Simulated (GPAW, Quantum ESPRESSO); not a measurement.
# Near-edge structure at the C K edge of C (Diamond, Fd-3m), part 2 of 2

Aim: the C K edge of C (Diamond, Fd-3m) by two routes, a Lanczos recursion (XSpectra) and a sum over empty bands (GPAW), to see which features are robust.

Quantum ESPRESSO 7.5 and GPAW 26.7.0; core-hole supercells, plane-wave PAW PBE.

So far. Step 12 (Ground state of the crystal (GPAW)): The mesh shows a gap of 4.15 eV, so the hole is first treated in a charged cell, without the excited electron. Step 13 (Spectrum without a core hole, C atom 1 (GPAW)): Main maxima below 20 eV (height): 4.2 eV (1.55), 5.0 eV (1.55), 7.1 eV (1.29), 9.7 eV (1.71) and 18.1 eV (1.29). 

## 14. Supercell without a hole, the energy reference (GPAW)

Total energies of two programs can't be mixed, so the cell and mesh of GPAW's hole run get a reference energy of their own.

scf.py

```python
import numpy as np
from ase import Atoms
from ase.parallel import parprint, paropen
from gpaw import GPAW, PW, FermiDirac, Mixer, MixerDif, setup_paths
from gpaw.test import gen
setup_paths.insert(0, '.')
gen('C', name='nch1s', xcname='PBE', corehole=(1, 0, 0), write_xml=True)
from gpaw.mpi import world
world.barrier()

atoms = Atoms('C16',
    cell=[[0, 3.56674, 3.56674],
     [3.56674, 0, 3.56674],
     [3.56674, 3.56674, 0]],
    scaled_positions=[[0.375, 0.375, 0.375],
     [0.375, 0.375, 0.875],
     [0.375, 0.875, 0.375],
     [0.875, 0.375, 0.375],
     [0.375, 0.875, 0.875],
     [0.875, 0.375, 0.875],
     [0.875, 0.875, 0.375],
     [0.875, 0.875, 0.875],
     [0.25, 0.25, 0.25],
     [0.25, 0.25, 0.75],
     [0.25, 0.75, 0.25],
     [0.75, 0.25, 0.25],
     [0.25, 0.75, 0.75],
     [0.75, 0.25, 0.75],
     [0.75, 0.75, 0.25],
     [0.75, 0.75, 0.75]],
    pbc=True)
atoms.calc = calc = GPAW(legacy_gpaw=True, mode=PW(500), xc='PBE', setups={0: 'nch1s'},
    kpts={'size': (5, 5, 5), 'gamma': True}, occupations=FermiDirac(0.02),
    charge=0, mixer=Mixer(0.1, 5, 50), maxiter=150,
    convergence={'density': 0.0001}, txt='scf.txt')
energy = atoms.get_potential_energy() + calc.get_reference_energy()
ef = calc.get_fermi_level()
out = dict(energy=energy, fermi=ef, forces=atoms.get_forces().tolist())
parprint(f'all-electron energy {energy:.4f} eV, Fermi level {ef:.4f} eV')
ev = np.array([[calc.get_eigenvalues(k, s) for k in range(len(calc.get_ibz_k_points()))] for s in range(calc.get_number_of_spins())])
out['homo'], out['lumo'], out['counts'] = ev[ev < ef].max(), ev[ev > ef].min(), sorted(set((ev < ef).sum((0, 2)).tolist()))
out['filled'] = (ev[:, 0] < ef).sum(1).tolist()
import json
with paropen('out.json', 'w') as f:
    json.dump(out, f)
```

Launch:

```bash
$ OMP_NUM_THREADS=1 mpirun -n 4 gpaw python scf.py
```

Run time: 20 s. Hardware: 4 MPI ranks of Arm Neoverse V1, shared host; peak memory 0.25 GiB.

Reference energy: -16587.397 eV with the cores included.

## 15. Spectrum with FCH, C atom 1 (GPAW)

The holes are 5.0 Å apart. The excited electron is left out and a uniform background balances the charge. After the field has converged, empty bands are computed with the density fixed and the dipole matrix elements are summed.

xas.py

```python
import numpy as np
from ase import Atoms
from ase.parallel import parprint, paropen
from gpaw import GPAW, PW, FermiDirac, Mixer, MixerDif, setup_paths
from gpaw.test import gen
setup_paths.insert(0, '.')
gen('C', name='fch1s', xcname='PBE', corehole=(1, 0, 1), write_xml=True)
from gpaw.mpi import world
world.barrier()

atoms = Atoms('C16',
    cell=[[0, 3.56674, 3.56674],
     [3.56674, 0, 3.56674],
     [3.56674, 3.56674, 0]],
    scaled_positions=[[0.375, 0.375, 0.375],
     [0.375, 0.375, 0.875],
     [0.375, 0.875, 0.375],
     [0.875, 0.375, 0.375],
     [0.375, 0.875, 0.875],
     [0.875, 0.375, 0.875],
     [0.875, 0.875, 0.375],
     [0.875, 0.875, 0.875],
     [0.25, 0.25, 0.25],
     [0.25, 0.25, 0.75],
     [0.25, 0.75, 0.25],
     [0.75, 0.25, 0.25],
     [0.25, 0.75, 0.75],
     [0.75, 0.25, 0.75],
     [0.75, 0.75, 0.25],
     [0.75, 0.75, 0.75]],
    pbc=True)
atoms.calc = calc = GPAW(legacy_gpaw=True, mode=PW(500), xc='PBE', setups={0: 'fch1s'},
    kpts={'size': (5, 5, 5), 'gamma': True}, occupations=FermiDirac(0.02),
    charge=0, mixer=Mixer(0.1, 5, 50), maxiter=150,
    convergence={'density': 0.0001}, txt='scf.txt')
energy = atoms.get_potential_energy() + calc.get_reference_energy()
ef = calc.get_fermi_level()
out = dict(energy=energy, fermi=ef, forces=atoms.get_forces().tolist())
parprint(f'all-electron energy {energy:.4f} eV, Fermi level {ef:.4f} eV')
ev = np.array([[calc.get_eigenvalues(k, s) for k in range(len(calc.get_ibz_k_points()))] for s in range(calc.get_number_of_spins())])
out['homo'], out['lumo'], out['counts'] = ev[ev < ef].max(), ev[ev > ef].min(), sorted(set((ev < ef).sum((0, 2)).tolist()))
out['filled'] = (ev[:, 0] < ef).sum(1).tolist()

from ase.units import Ha
from gpaw.xas import dipole_matrix_elements
nb = int(calc.get_number_of_electrons() / 2) + 57
top, nb = nb, nb + 8 + nb // 12
nscf = calc.fixed_density(kpts={'size': (6, 6, 6), 'gamma': True}, nbands=nb,
    convergence={'bands': top, 'eigenstates': 1e-5}, maxiter=60, txt='nscf.txt')
cell = atoms.cell.array
ops = [cell.T @ U.T @ np.linalg.inv(cell.T) for U in nscf.wfs.kd.symmetry.op_scc]
filled = [32]  # bands filled in the ground state, by spin
E = np.arange(-6, 34, 0.1)
fwhm = np.interp(E, [4, 25], [0.9, 3.5])
Y, X, zero, highest = 0, 0, 1e9, 1e9
for spin in range(nscf.get_number_of_spins()):
    wfs = nscf.wfs
    A = dipole_matrix_elements(wfs.setups[0])
    eps = np.zeros((wfs.kd.nibzkpts, nb))
    d = np.zeros((3, A.shape[1], wfs.kd.nibzkpts, nb), complex)
    for kpt in wfs.kpt_u:
        if kpt.s == spin and 0 in kpt.P_ani:
            eps[kpt.k] = kpt.eps_n * Ha
            d[:, :, kpt.k] = (kpt.weight * wfs.nspins / 2) ** 0.5 * np.inner(A, kpt.P_ani[0])
    world.sum(eps)
    world.sum(d)
    T = np.einsum('amkn,bmkn->abkn', d, d.conj()).real
    T = sum(np.einsum('ai,ijkn,bj->abkn', R, T, R) for R in ops) / len(ops)
    empty = np.ones_like(eps, bool) & (np.arange(nb) >= filled[spin])
    zero, highest = min(zero, eps[empty].min()), min(highest, eps[:, top - 1].min())
    lines = [(eps, T, empty)] if spin == 0 else lines + [(eps, T, empty)]
for eps, T, empty in lines:
    f = np.einsum('aakn->akn', T).reshape(3, -1)
    x = eps.ravel() - zero
    w = np.interp(x, E, fwhm) / 2.35482
    g = np.exp(-0.5 * ((E[:, None] - x) / w) ** 2) / (w * (2 * np.pi) ** 0.5)
    Y = Y + (f * empty.ravel()) @ g.T
    X = X + (f * ~empty.ravel()) @ g.T
out.update(E=E.round(2).tolist(), xas=Y.tolist(), xes=X.tolist(), zero=zero, valid=highest - zero, nk=len(eps), nb=nb)
for i in range(0, len(E), 10):
    parprint(f'{E[i]:7.2f}', *(f'{v:10.3e}' for v in Y[:, i]))
import json
with paropen('out.json', 'w') as f:
    json.dump(out, f)
```

Launch:

```bash
$ OMP_NUM_THREADS=1 mpirun -n 4 gpaw python xas.py
```

It took 71 s on 4 MPI ranks; peak memory 0.31 GiB.

The C K spectrum, C atom 1, full core hole (charged cell) (energy from the lowest empty level; intensity scaled to a mean of 1 over the first 19 eV):

| E (eV) | intensity |
| --- | --- |
| -2.0 | 0.00 |
| -1.5 | 0.00 |
| -1.0 | 0.00 |
| -0.5 | 0.07 |
| 0.0 | 0.44 |
| 0.5 | 1.26 |
| 1.0 | 1.89 |
| 1.5 | 1.71 |
| 2.0 | 1.75 |
| 2.5 | 2.17 |
| 3.0 | 2.57 |
| 3.5 | 2.26 |
| 4.0 | 1.80 |
| 4.5 | 1.73 |
| 5.0 | 1.39 |
| 5.5 | 0.94 |
| 6.0 | 0.94 |
| 6.5 | 1.06 |
| 7.0 | 0.92 |
| 7.5 | 0.76 |
| 8.0 | 0.80 |
| 8.5 | 0.90 |
| 9.0 | 0.99 |
| 9.5 | 1.06 |
| 10.0 | 1.03 |
| 10.5 | 0.85 |
| 11.0 | 0.58 |
| 11.5 | 0.32 |
| 12.0 | 0.16 |
| 12.5 | 0.11 |
| 13.0 | 0.14 |
| 13.5 | 0.22 |
| 14.0 | 0.34 |
| 14.5 | 0.47 |
| 15.0 | 0.61 |
| 15.5 | 0.74 |
| 16.0 | 0.86 |
| 16.5 | 0.94 |
| 17.0 | 0.96 |
| 17.5 | 0.91 |
| 18.0 | 0.82 |
| 18.5 | 0.71 |
| 19.0 | 0.60 |
| 19.5 | 0.50 |
| 20.0 | 0.41 |

Main maxima below 19 eV (height): 1.1 eV (1.91), 3.1 eV (2.58), 6.5 eV (1.06), 9.6 eV (1.07) and 16.9 eV (0.96). 

The hole costs E(hole) − E(ground) = 278.32 eV, and the lowest empty level of the hole cell on the spectrum's mesh lies at 15.75 eV, which puts the zero at 294.08 eV. With the free-atom term of -6.71 eV for this edge, the photon energy is 287.37 eV.

## 16. Excitation energy, C atom 1 (GPAW)

Changed against the first core-hole run: core hole to XCH, with the smearing that suits a partly filled band.

scf.py: that of step 14 with these lines changed.

```diff
@@ -6,3 +6,3 @@
 setup_paths.insert(0, '.')
-gen('C', name='nch1s', xcname='PBE', corehole=(1, 0, 0), write_xml=True)
+gen('C', name='fch1s', xcname='PBE', corehole=(1, 0, 1), write_xml=True)
 from gpaw.mpi import world
@@ -31,5 +31,5 @@
     pbc=True)
-atoms.calc = calc = GPAW(legacy_gpaw=True, mode=PW(500), xc='PBE', setups={0: 'nch1s'},
-    kpts={'size': (5, 5, 5), 'gamma': True}, occupations=FermiDirac(0.02),
-    charge=0, mixer=Mixer(0.1, 5, 50), maxiter=150,
+atoms.calc = calc = GPAW(legacy_gpaw=True, mode=PW(500), xc='PBE', setups={0: 'fch1s'},
+    kpts={'size': (5, 5, 5), 'gamma': True}, occupations=FermiDirac(0.04),
+    charge=-1, mixer=Mixer(0.1, 5, 50), maxiter=150,
     convergence={'density': 0.0001}, txt='scf.txt')
```

Launch:

```bash
$ OMP_NUM_THREADS=1 mpirun -n 4 gpaw python scf.py
```

Run time: 27 s. Hardware: 4 MPI ranks; peak memory 0.25 GiB.

The total-energy difference is 294.54 eV. With the free-atom term of -6.71 eV for this edge, the photon energy is 287.83 eV.

## 17. The two programs side by side

The line shapes differ (Lorentzian half width 0.4 eV up to 4 eV, rising linearly to 1.75 eV at 25 eV (not a setting of the program: the run's 0.4 eV curve was folded afterwards with a further Lorentzian above 4 eV), against Gaussian full width 0.9 eV up to 4 eV, rising linearly to 3.5 eV at 25 eV), so both get a further Gaussian of 1.5 eV full width before they are compared; the Lorentzian tails remain.

| E (eV) | XSpectra | GPAW |
| --- | --- | --- |
| -2.00 | 0.11 | 0.00 |
| -1.25 | 0.20 | 0.04 |
| -0.50 | 0.46 | 0.28 |
| 0.25 | 0.99 | 0.89 |
| 1.00 | 1.54 | 1.52 |
| 1.75 | 1.86 | 1.83 |
| 2.50 | 2.12 | 2.11 |
| 3.25 | 2.19 | 2.20 |
| 4.00 | 1.96 | 1.91 |
| 4.75 | 1.61 | 1.51 |
| 5.50 | 1.27 | 1.14 |
| 6.25 | 1.10 | 0.99 |
| 7.00 | 1.00 | 0.91 |
| 7.75 | 0.93 | 0.85 |
| 8.50 | 0.93 | 0.90 |
| 9.25 | 0.94 | 0.98 |
| 10.00 | 0.87 | 0.93 |
| 10.75 | 0.70 | 0.69 |
| 11.50 | 0.49 | 0.39 |
| 12.25 | 0.37 | 0.20 |
| 13.00 | 0.35 | 0.18 |
| 13.75 | 0.41 | 0.30 |
| 14.50 | 0.51 | 0.47 |
| 15.25 | 0.62 | 0.67 |
| 16.00 | 0.71 | 0.83 |
| 16.75 | 0.75 | 0.91 |
| 17.50 | 0.72 | 0.88 |
| 18.25 | 0.64 | 0.76 |
| 19.00 | 0.54 | 0.61 |
| 19.75 | 0.44 | 0.49 |

|  | XSpectra | GPAW |
| --- | --- | --- |
| k mesh of the spectrum | 6×6×6 | 6×6×6 |
| cutoff (eV) | 585 | 500 |
| highest intensity below 16 eV after the common broadening, eV (height) | 3.0 (2.20) | 3.0 (2.22) |
| zero, corrected photon energy (eV) | 287.4 | 287.4 |
| core time, hole field and spectrum | 4.6 min | 4.7 min |

## 18. With and without the hole

XSpectra's curves. Both curves are counted from their own zero, so only the shift of weight within the empty states shows.

| E (eV) | no hole | FCH |
| --- | --- | --- |
| -2.0 | 0.04 | 0.09 |
| -1.0 | 0.05 | 0.17 |
| 0.0 | 0.12 | 0.62 |
| 1.0 | 0.31 | 1.75 |
| 2.0 | 0.60 | 1.81 |
| 3.0 | 0.88 | 2.37 |
| 4.0 | 1.34 | 1.78 |
| 5.0 | 1.50 | 1.48 |
| 6.0 | 1.00 | 1.05 |
| 7.0 | 1.29 | 0.95 |
| 8.0 | 1.04 | 0.89 |
| 9.0 | 1.54 | 0.94 |
| 10.0 | 1.50 | 1.02 |
| 11.0 | 1.59 | 0.61 |
| 12.0 | 0.69 | 0.21 |
| 13.0 | 0.34 | 0.18 |
| 14.0 | 0.38 | 0.38 |
| 15.0 | 0.62 | 0.59 |
| 16.0 | 0.82 | 0.81 |
| 17.0 | 1.32 | 1.20 |
| 18.0 | 1.29 | 0.68 |
| 19.0 | 1.37 | 0.69 |
| 20.0 | 0.95 | 0.33 |
| 21.0 | 0.70 | 0.28 |
| 22.0 | 0.47 | 0.22 |
| 23.0 | 0.39 | 0.19 |
| 24.0 | 0.27 | 0.16 |
| 25.0 | 0.28 | 0.15 |
| 26.0 | 0.21 | 0.13 |
| 27.0 | 0.21 | 0.13 |
| 28.0 | 0.27 | 0.20 |
| 29.0 | 0.24 | 0.20 |
| 30.0 | 0.17 | 0.15 |
| 31.0 | 0.11 | 0.09 |
| 32.0 | 0.16 | 0.13 |

With each curve scaled to its own mean, the area from −2 to 6 eV with the hole is 10.4 against 5.2, and the centre of weight from −1 to 20 eV moves by -2.9 eV: the hole pulls the absorber's empty states down.

## 19. Outcome

```
absorber and edge                                     : C K, atom 1 of the ground-state input (counted from 1)
surroundings                                          : 4 C at 1.54 Å (tetrahedral, site symmetry -43m)
highest intensity below 16 eV (XSpectra, narrow line) : 3.0 eV above the zero, height 2.39
photon energy of the zero, with the added terms       : 287.4 eV (raw 294.1 eV; uncertain by a few eV)
```

In words: The two programs agree closely: 9 % r.m.s. remains over the first 14 eV after a relative shift of 0.0 eV, and their photon-energy zeros differ by 0.0 eV. In XSpectra the C K edge of atom 1, with 4 C at 1.54 Å (tetrahedral, site symmetry -43m), has its highest intensity of the first 16 eV at 3.0 eV above the zero, near 290 eV in photon energy (uncertain by a few eV), 2.4 times the mean level of the first 20 eV (Lorentzian half width 0.4 eV). In XSpectra: With each curve scaled to its own mean, the area from −2 to 6 eV with the hole is 10.4 against 5.2, and the centre of weight from −1 to 20 eV moves by -2.9 eV: the hole pulls the absorber's empty states down. In GPAW: With each curve scaled to its own mean, the area from −2 to 6 eV with the hole is 10.2 against 5.2, and the centre of weight from −1 to 20 eV moves by -2.8 eV: the hole pulls the absorber's empty states down. In XSpectra the neutral-cell energy lies +0.5 eV from the charged-cell zero, a gap made of the charged-cell error and of where the added electron settles. In GPAW the neutral-cell energy lies +0.5 eV from the charged-cell zero, a gap made of the charged-cell error and of where the added electron settles. The holes are only 5.0 Å apart, so the shape is probably not converged with cell size; no larger cell was run here. Lifetime broadening is put in by hand, and intensities beyond about 20 eV depend on it and on the partial waves; weight that the partial waves miss at high energy is lost. The structure is a published determination, not relaxed.

[Logs are printed without paths, hosts, clocks, repeated set-up lines and the standing remarks that a program may print on its own settings, such as how far it seeks lower states.]

[Hosts, paths, dates, database ids (printed as entryN), source tags and the programs' standing remarks are cut or masked in the printed files.]

[Lists of maxima count a maximum above −3 eV only where it reaches 4 % of the highest in the window and stands out from its surroundings by 2 % of it (1.5 % where it reaches 55 %); shoulders and weaker maxima are passed over, and of the rest the first, up to two pre-edge ones and the few strongest are named.]
